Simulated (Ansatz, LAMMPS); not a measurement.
# Structural relaxation of glassy Ca3Al2Si3O12 (120 atoms), part 2 of 2

How does glassy Ca3Al2Si3O12 (120 atoms) relax, and what do bonds, charges and levels look like afterwards?

Ansatz 0.2.0; Kohn-Sham DFT, PBE, PAW (set soft_2), plane waves.

The cell: 12 Al, 18 Ca, 72 O and 18 Si. The quench rate of 10 K/ps is orders of magnitude faster than experiment. The network of bonds at the start is that of the classical potential that made the cell. Only the Γ point is sampled, in a cell whose shortest periodic width is 12 Å.

So far, density (g/cm³): step 5 (distances and neighbours after relaxation) 2.81.

### Step 6. Single point at the relaxed geometry

The electronic structure is read at the final geometry, in a run of its own.

The input, input.yaml:

```yaml
crystal:
  lattice:
    - [11.91395, -0.23057, 0.03369]
    - [-0.23057, 11.60736, -0.19607]
    - [0.03369, -0.19607, 11.56803]
  atoms:
    - { symbol: Al, position: [0.15568, 0.82613, 0.65984] }
    - { symbol: Al, position: [0.41561, 0.87617, 0.32024] }
    - { symbol: Al, position: [0.01227, 0.94509, 0.89561] }
    - { symbol: Al, position: [0.60062, 0.30202, 0.5024] }
    - { symbol: Al, position: [0.76096, 0.19824, 0.91773] }
    - { symbol: Al, position: [0.16547, 0.37639, 0.09489] }
    - { symbol: Al, position: [0.81688, 0.56088, 0.7153] }
    - { symbol: Al, position: [0.26395, 0.6623, 0.23619] }
    - { symbol: Al, position: [0.64441, 0.39693, 0.03877] }
    - { symbol: Al, position: [0.50997, 0.47925, 0.41294] }
    - { symbol: Al, position: [0.60572, 0.69328, 0.71563] }
    - { symbol: Al, position: [0.97809, 0.31178, 0.28446] }
    - { symbol: Ca, position: [0.28407, 0.6503, 0.50468] }
    - { symbol: Ca, position: [0.56879, 0.97608, 0.90774] }
    - { symbol: Ca, position: [0.29622, 0.97111, 0.8163] }
    - { symbol: Ca, position: [0.47409, 0.72618, 0.05323] }
    - { symbol: Ca, position: [0.03753, 0.4351, 0.61843] }
    - { symbol: Ca, position: [0.83135, 0.99179, 0.69601] }
    - { symbol: Ca, position: [0.30636, 0.30246, 0.62566] }
    - { symbol: Ca, position: [0.31579, 0.24054, 0.91381] }
    - { symbol: Ca, position: [0.82363, 0.99116, 0.11127] }
    - { symbol: Ca, position: [0.93273, 0.89554, 0.38862] }
    - { symbol: Ca, position: [0.98553, 0.40377, 0.90608] }
    - { symbol: Ca, position: [0.06741, 0.68309, 0.9094] }
    - { symbol: Ca, position: [0.01535, 0.59656, 0.22831] }
    - { symbol: Ca, position: [0.66896, 0.04036, 0.39979] }
    - { symbol: Ca, position: [0.55468, 0.40376, 0.7783] }
    - { symbol: Ca, position: [0.14761, 0.11562, 0.30073] }
    - { symbol: Ca, position: [0.80917, 0.51877, 0.39915] }
    - { symbol: Ca, position: [0.38672, 0.23996, 0.33786] }
    - { symbol: O, position: [0.31417, 0.3639, 0.10248] }
    - { symbol: O, position: [0.673, 0.78649, 0.82468] }
    - { symbol: O, position: [0.32522, 0.75626, 0.33707] }
    - { symbol: O, position: [0.4687, 0.64029, 0.74874] }
    - { symbol: O, position: [0.26894, 0.15576, 0.49424] }
    - { symbol: O, position: [0.45652, 0.36146, 0.49988] }
    - { symbol: O, position: [0.39268, 0.02651, 0.63972] }
    - { symbol: O, position: [0.87261, 0.66612, 0.81447] }
    - { symbol: O, position: [0.8115, 0.6407, 0.20485] }
    - { symbol: O, position: [0.59356, 0.0389, 0.73761] }
    - { symbol: O, position: [0.0678, 0.92793, 0.24519] }
    - { symbol: O, position: [0.20204, 0.936, 0.56741] }
    - { symbol: O, position: [0.78282, 0.86806, 0.27094] }
    - { symbol: O, position: [0.41693, 0.82355, 0.88149] }
    - { symbol: O, position: [0.28575, 0.63596, 0.8802] }
    - { symbol: O, position: [0.99375, 0.04755, 0.01456] }
    - { symbol: O, position: [0.20883, 0.31966, 0.3203] }
    - { symbol: O, position: [0.22705, 0.93313, 0.07351] }
    - { symbol: O, position: [0.02418, 0.42925, 0.39961] }
    - { symbol: O, position: [0.73292, 0.5176, 0.0163] }
    - { symbol: O, position: [0.55841, 0.15051, 0.54171] }
    - { symbol: O, position: [0.95526, 0.6926, 0.39756] }
    - { symbol: O, position: [0.65951, 0.30672, 0.15137] }
    - { symbol: O, position: [0.66181, 0.311, 0.91155] }
    - { symbol: O, position: [0.75774, 0.11682, 0.24001] }
    - { symbol: O, position: [0.85823, 0.42004, 0.74722] }
    - { symbol: O, position: [0.04767, 0.41113, 0.17771] }
    - { symbol: O, position: [0.94904, 0.58307, 0.03374] }
    - { symbol: O, position: [0.67563, 0.32725, 0.63927] }
    - { symbol: O, position: [0.11705, 0.86337, 0.80486] }
    - { symbol: O, position: [0.29346, 0.76473, 0.68947] }
    - { symbol: O, position: [0.21285, 0.45392, 0.52131] }
    - { symbol: O, position: [0.03347, 0.8402, 0.01915] }
    - { symbol: O, position: [0.79221, 0.74505, 0.01205] }
    - { symbol: O, position: [0.15541, 0.72824, 0.16019] }
    - { symbol: O, position: [0.00075, 0.0589, 0.79337] }
    - { symbol: O, position: [0.19741, 0.55878, 0.32522] }
    - { symbol: O, position: [0.31302, 0.41034, 0.80882] }
    - { symbol: O, position: [0.45228, 0.43712, 0.2742] }
    - { symbol: O, position: [0.64755, 0.44604, 0.44388] }
    - { symbol: O, position: [0.89434, 0.24849, 0.98701] }
    - { symbol: O, position: [0.45554, 0.22702, 0.74008] }
    - { symbol: O, position: [0.72049, 0.06524, 0.97246] }
    - { symbol: O, position: [0.80398, 0.19026, 0.76586] }
    - { symbol: O, position: [0.6162, 0.76637, 0.58675] }
    - { symbol: O, position: [0.91736, 0.83079, 0.58058] }
    - { symbol: O, position: [0.89563, 0.58681, 0.58543] }
    - { symbol: O, position: [0.21271, 0.13958, 0.76739] }
    [... 36 atom lines left out ...]
    - { symbol: Si, position: [0.9638, 0.70686, 0.53838] }
    - { symbol: Si, position: [0.08034, 0.157, 0.73263] }
    - { symbol: Si, position: [0.34413, 0.01006, 0.10756] }
    - { symbol: Si, position: [0.57852, 0.73253, 0.45612] }
    - { symbol: Si, position: [0.41124, 0.46162, 0.14229] }
    - { symbol: Si, position: [0.71807, 0.74276, 0.25093] }
kpoints:
  mp_grid: { grid: [1, 1, 1] }
hamiltonian:
  xc: pbe
scf:
  occupations: { method: fixed }
output:
  forces: true
  stress: true
  populations: true
  dos:
    method: { smearing: { sigma: 0.08 } }
    de: 0.1
    projected: { site_lists: { Al: [Al], Ca: [Ca], O: [O], Si: [Si] } }
  eigenvalues: true
  write_density: true
  write_potential: true
  volumetric_format: npy
```

The run is started by

```console
$ ansatz run input.yaml --threads 4 --pin off --max-ram 8192MiB --backend cpu --events-out ev --progress --plain --runs-dir out
```

Elapsed: 32 s, on 4 threads of Arm Neoverse V2, shared host; peak memory 2.3 GiB; 2.1 min of CPU time.

The run gave:

* free energy: -91625.2762 eV
* free energy per atom: -763.5440 eV/atom
* SCF cycles: 9
* pressure: 0.01147 GPa
* r.m.s. force component: 0.0095 eV/Å
* longest force: 0.04189 eV/Å
* Fermi energy: 4.827 eV
* gap (highest filled to lowest empty level): 3.897 eV
* spilling of the projection: 0.01311

Löwdin charges by element and coordination (they lack the spilled electrons, 0.079 e an atom on average):

| element | coordination | atoms | mean charge (e) | spread | least | most |
| --- | --- | --- | --- | --- | --- | --- |
| Al | all | 12 | 1.25 | 0.0367 | 1.20 | 1.31 |
| Al | 4 | 9 | 1.26 | 0.0329 | 1.21 | 1.31 |
| Al | 5 | 3 | 1.21 | 0.0036 | 1.20 | 1.21 |
| Ca | all | 18 | 1.78 | 0.0166 | 1.73 | 1.81 |
| Ca | 4 | 2 | 1.79 | 0.012 | 1.78 | 1.80 |
| Ca | 5 | 3 | 1.77 | 0.013 | 1.76 | 1.79 |
| Ca | 6 | 8 | 1.77 | 0.0197 | 1.73 | 1.81 |
| Ca | 7 | 5 | 1.78 | 0.0102 | 1.76 | 1.79 |
| O | all | 72 | -0.927 | 0.0741 | -1.11 | -0.802 |
| O | 2 | 11 | -0.856 | 0.0496 | -0.997 | -0.802 |
| O | 3 | 38 | -0.918 | 0.0648 | -1.11 | -0.823 |
| O | 4 | 22 | -0.98 | 0.0631 | -1.05 | -0.864 |
| O | 5 | 1 | -0.923 | 0 | -0.923 | -0.923 |
| Si | all | 18 | 1.63 | 0.0366 | 1.57 | 1.70 |

States in the cell by windows of 1 eV, zero at the Fermi level; the larger projections on atomic orbitals stand beside the total:

| from (eV) | to (eV) | total | O p | Si p | O s |
| --- | --- | --- | --- | --- | --- |
| -18 | -17 | 49.2 | 0.6 | 4.7 | 36.6 |
| -17 | -16 | 52.0 | 0.6 | 4.6 | 40.2 |
| -16 | -15 | 9.6 | 0.1 | 0.7 | 7.6 |
| -15 | -14 | 1.9 | 0.0 | 0.0 | 1.5 |
| -14 | -9 | 0.0 | 0.0 | 0.0 | 0.0 |
| -9 | -8 | 1.1 | 0.7 | 0.1 | 0.1 |
| -8 | -7 | 14.9 | 10.0 | 0.6 | 0.9 |
| -7 | -6 | 16.5 | 11.6 | 0.7 | 1.0 |
| -6 | -5 | 30.1 | 22.5 | 3.0 | 1.0 |
| -5 | -4 | 50.3 | 38.9 | 5.2 | 2.0 |
| -4 | -3 | 65.4 | 54.5 | 3.6 | 2.0 |
| -3 | -2 | 88.0 | 79.4 | 1.9 | 1.3 |
| -2 | -1 | 96.9 | 91.2 | 1.1 | 0.6 |
| -1 | 0 | 66.2 | 63.3 | 0.5 | 0.2 |
| 0 | 1 | 2.6 | 2.5 | 0.0 | 0.0 |
| 1 | 3 | 0.0 | 0.0 | 0.0 | 0.0 |
| 3 | 4 | 1.9 | 0.0 | 0.0 | 0.5 |
| 4 | 5 | 0.1 | 0.0 | 0.0 | 0.0 |

The curve was stored every 0.100 eV, coarse against its broadening of 0.08 eV, so these counts are rough.

With fixed occupations the program's Fermi level is the highest filled level; weight inside the gap is the broadening of levels at its edges.

Between -26 and -18 eV lie 139 more states.

The stored curve holds about 684 of the 720 electrons; the rest, give or take the few that broadening carries across the Fermi level, lie in deeper levels below its range.

The levels nearest the highest filled one (over half full), pooled over k-points and spins:

| level less the highest filled one (eV) | occupation |
| --- | --- |
| -0.229 | 2 |
| -0.173 | 2 |
| -0.121 | 2 |
| -0.0483 | 2 |
| -0.0266 | 2 |
| 0 | 2 |
| 3.90 | 0 |
| 5.11 | 0 |
| 5.18 | 0 |
| 5.31 | 0 |
| 5.35 | 0 |
| 5.42 | 0 |

Valence density in the ab plane at fractional z = 0.398, with atoms of Al and Ca and O and Si within 0.2 Å of it. It is the smooth field of the valence electrons, not physical close to the nuclei.

Ten steps, logarithmic in the rise over the least value, from '0' (0.0 e/Å³) to '9' (6.4 e/Å³), each cell a mean:
```
2000000013589964211124664211124554
4100000002367653234432211001147997
5100000001123323478863100011258998
3100000001222223589974210011136886
2100000012444322468763221110012443
4210000024565321244544444310013455
6310000023454211233345788531125799
7410000112332123444346899631125899
4210012222211135664334677421124676
2100134432110135654212233345542232
1111244432100123443211112579874111
4433344432100012211234433689984213
8875333331100112111356764478863235
9986422332100122222357764233321247
8865334432100123322235542111211136
4432334432111222222223221112221123
3211234432123433212345432111111122
6531112221236653212468753110111245
9752111112246653112578753100002479
9852111122233431001356542100012479
6532222222221110001123332100112356
2211222122222210000135776311111222
0000011112346542000158998522221111
0000000012589863100148998421121111
```
Columns run along a (11.9 Å), rows up along b (11.6 Å). Atoms in or near the plane, at fractional coordinates: Al at (0.51, 0.48), Ca at (0.93, 0.90), Ca at (0.67, 0.04), Ca at (0.81, 0.52), O at (0.02, 0.43), O at (0.96, 0.69), O at (0.37, 0.99), O at (0.54, 0.85), O at (0.00, 0.20), Si at (0.16, 0.43).

Electrostatic potential energy in the ab plane at fractional z = 0.398, with atoms of Al and Ca and O and Si within 0.2 Å of it. With pseudopotentials it is smooth inside the atoms' cores, unlike the true potential.

Ten even steps from '0' (-43 eV) to '9' (11 eV), each cell a mean:
```
8899999999830169999986556899987656
6899999999986688999999888999873002
6899999999998777853379999999861001
7899999999998878820059999999874224
9999999999999999963478999999998778
9999999999879999987557889999999988
7999999999999999986346424899999412
6999999998899999987667201799998301
9999999988889999788899756999999767
9999999999999999789999999876678999
9999999999999998777899998620037899
9999766789999986666689998500026899
4367301379999986687677688731258998
0025000179999987666786579987789995
4367312589999999888899999999999997
9999878899999999999999999999999999
9999999999987778999988999999999999
7999999999875457899963589999999998
1499999999875457899952489999999961
1499999999987778999987899999999951
7899888999999999999998888999999987
9998888999999999999985325799999999
9999889999998899999861001689999999
9999999999841279999862002689999888
```
Columns run along a (11.9 Å; values clipped at the 3rd and 97th percentile), rows up along b (11.6 Å). Atoms in or near the plane, at fractional coordinates: Al at (0.51, 0.48), Ca at (0.93, 0.90), Ca at (0.67, 0.04), Ca at (0.81, 0.52), O at (0.02, 0.43), O at (0.96, 0.69), O at (0.37, 0.99), O at (0.54, 0.85), O at (0.00, 0.20), Si at (0.16, 0.43).

Mean Löwdin charges: Al +1.25, Ca +1.78, O -0.93, Si +1.63 e (they miss 1.3 % of the electrons, so they add up to more than the cell's charge).

A closer look about O90, which has 2 bonded neighbours where the commonest count for O is 3: 14 atoms, nearest first, numbered in the order of the input, with positions taken from that point.

| atom | x | y | z | distance (Å) | bonds | Löwdin charge (e) |
| --- | --- | --- | --- | --- | --- | --- |
| O90 | 0.00 | 0.00 | 0.00 | 0.00 | 2 | -1.00 |
| Si120 | 1.27 | 0.02 | 0.97 | 1.59 | 4 | 1.62 |
| Ca16 | -1.64 | -0.08 | -1.33 | 2.11 | 4 | 1.80 |
| O39 | 2.40 | -1.18 | 0.46 | 2.72 | 4 | -0.86 |
| O83 | 0.93 | -0.66 | 2.47 | 2.72 | 3 | -0.83 |
| O43 | 2.01 | 1.45 | 1.17 | 2.74 | 4 | -1.03 |
| O64 | 2.14 | 0.07 | -1.80 | 2.80 | 2 | -0.80 |
| O91 | -0.82 | 1.27 | 2.56 | 2.97 | 3 | -0.87 |
| O84 | -2.25 | 2.08 | -0.04 | 3.06 | 3 | -0.89 |
| Si105 | 2.51 | -1.44 | -1.21 | 3.14 | 4 | 1.65 |
| Al2 | -2.36 | 1.62 | 1.73 | 3.35 | 4 | 1.29 |
| Si118 | -0.39 | -0.11 | 3.34 | 3.36 | 4 | 1.70 |
| O89 | -2.96 | -1.61 | -0.27 | 3.38 | 3 | -0.90 |
| O50 | 1.49 | -2.55 | -1.70 | 3.41 | 2 | -0.85 |

The column of bonds counts only the pairs O-Ca within 2.98 Å, O-Si within 2.08 Å, O-Al within 2.27 Å; other neighbours, such as metal atoms beside each other in a compound, aren't counted, and periodic images can show an atom twice.

### Step 7. Outcome

- energy change in the relaxation: -106.7 meV/atom
- r.m.s. displacement: 0.237 Å
- largest displacement: 0.684 Å
- free energy per atom: -763.5440 eV/atom
- pressure: 0.01147 GPa
- r.m.s. force component: 0.0095 eV/Å
- gap (highest filled to lowest empty level): 3.897 eV
- wall time of the 3 DFT runs: 6.4 min

Relaxation lowers the energy by 107 meV/atom and moves atoms by 0.24 Å r.m.s.; the r.m.s. force component goes from 1.5 to 0.0095 eV/Å, the pressure goes from 5.8 to 0.011 GPa, and the gap from 3.10 to 3.90 eV. Displacements are taken in the final cell, so they leave out its strain. By the final cutoffs 5 of 229 bonded pairs parted and 5 joined. The cell grew by 0.7 % in volume. First to last step the energy falls by 12.809 eV, across changes of basis; the largest move, 0.68 Å, is that of O46. The O-Ca bonds change most in mean length: from 2.522 Å (spread 0.175) to 2.457 Å (spread 0.168), and their number from 107 to 106. With the cutoffs above, 75 % of Al atoms have 4, 44 % of Ca atoms have 6, 53 % of O atoms have 3 and all Si atoms have 4 bonded neighbours. 71 % of the oxygens bridge two formers (Si and Al) and 29 % are non-bridging. The highest filled and lowest empty levels differ by 3.90 eV (at Γ alone); a semilocal functional tends to put such gaps too low. In a disordered cell it changes from sample to sample, and tail or defect levels can set it.

What to keep in mind: The network of bonds at the start is that of the classical potential that made the cell; in DFT 5 of its 229 bonded pairs passed out of the cutoffs and 5 came within them.

Against the measurements quoted at the start:

| quantity | measured | this cell | difference | method of the measurement |
| --- | --- | --- | --- | --- |
| nearest Ca–O distance | 2.4 Å | 2.41 Å | +0.4 % | X-ray diffraction |

The cell differs from the measured distances by up to 0.4 %. Distances of this cell are positions of the first main peak of g(r), or bond means where the peak is narrow; means over all bonds within a cutoff lie farther out for broad shells. The network comes from the model that made the cell; in DFT 5 of its 229 bonded pairs passed out of the cutoffs and 5 came within them.

[Logs are printed without paths, hosts, clocks, repeated set-up lines and the standing remarks that a program may print on its own settings, such as how far it seeks lower states.]

[Hosts, paths, dates, database ids (printed as entryN), source tags and the programs' standing remarks are cut or masked in the printed files.]
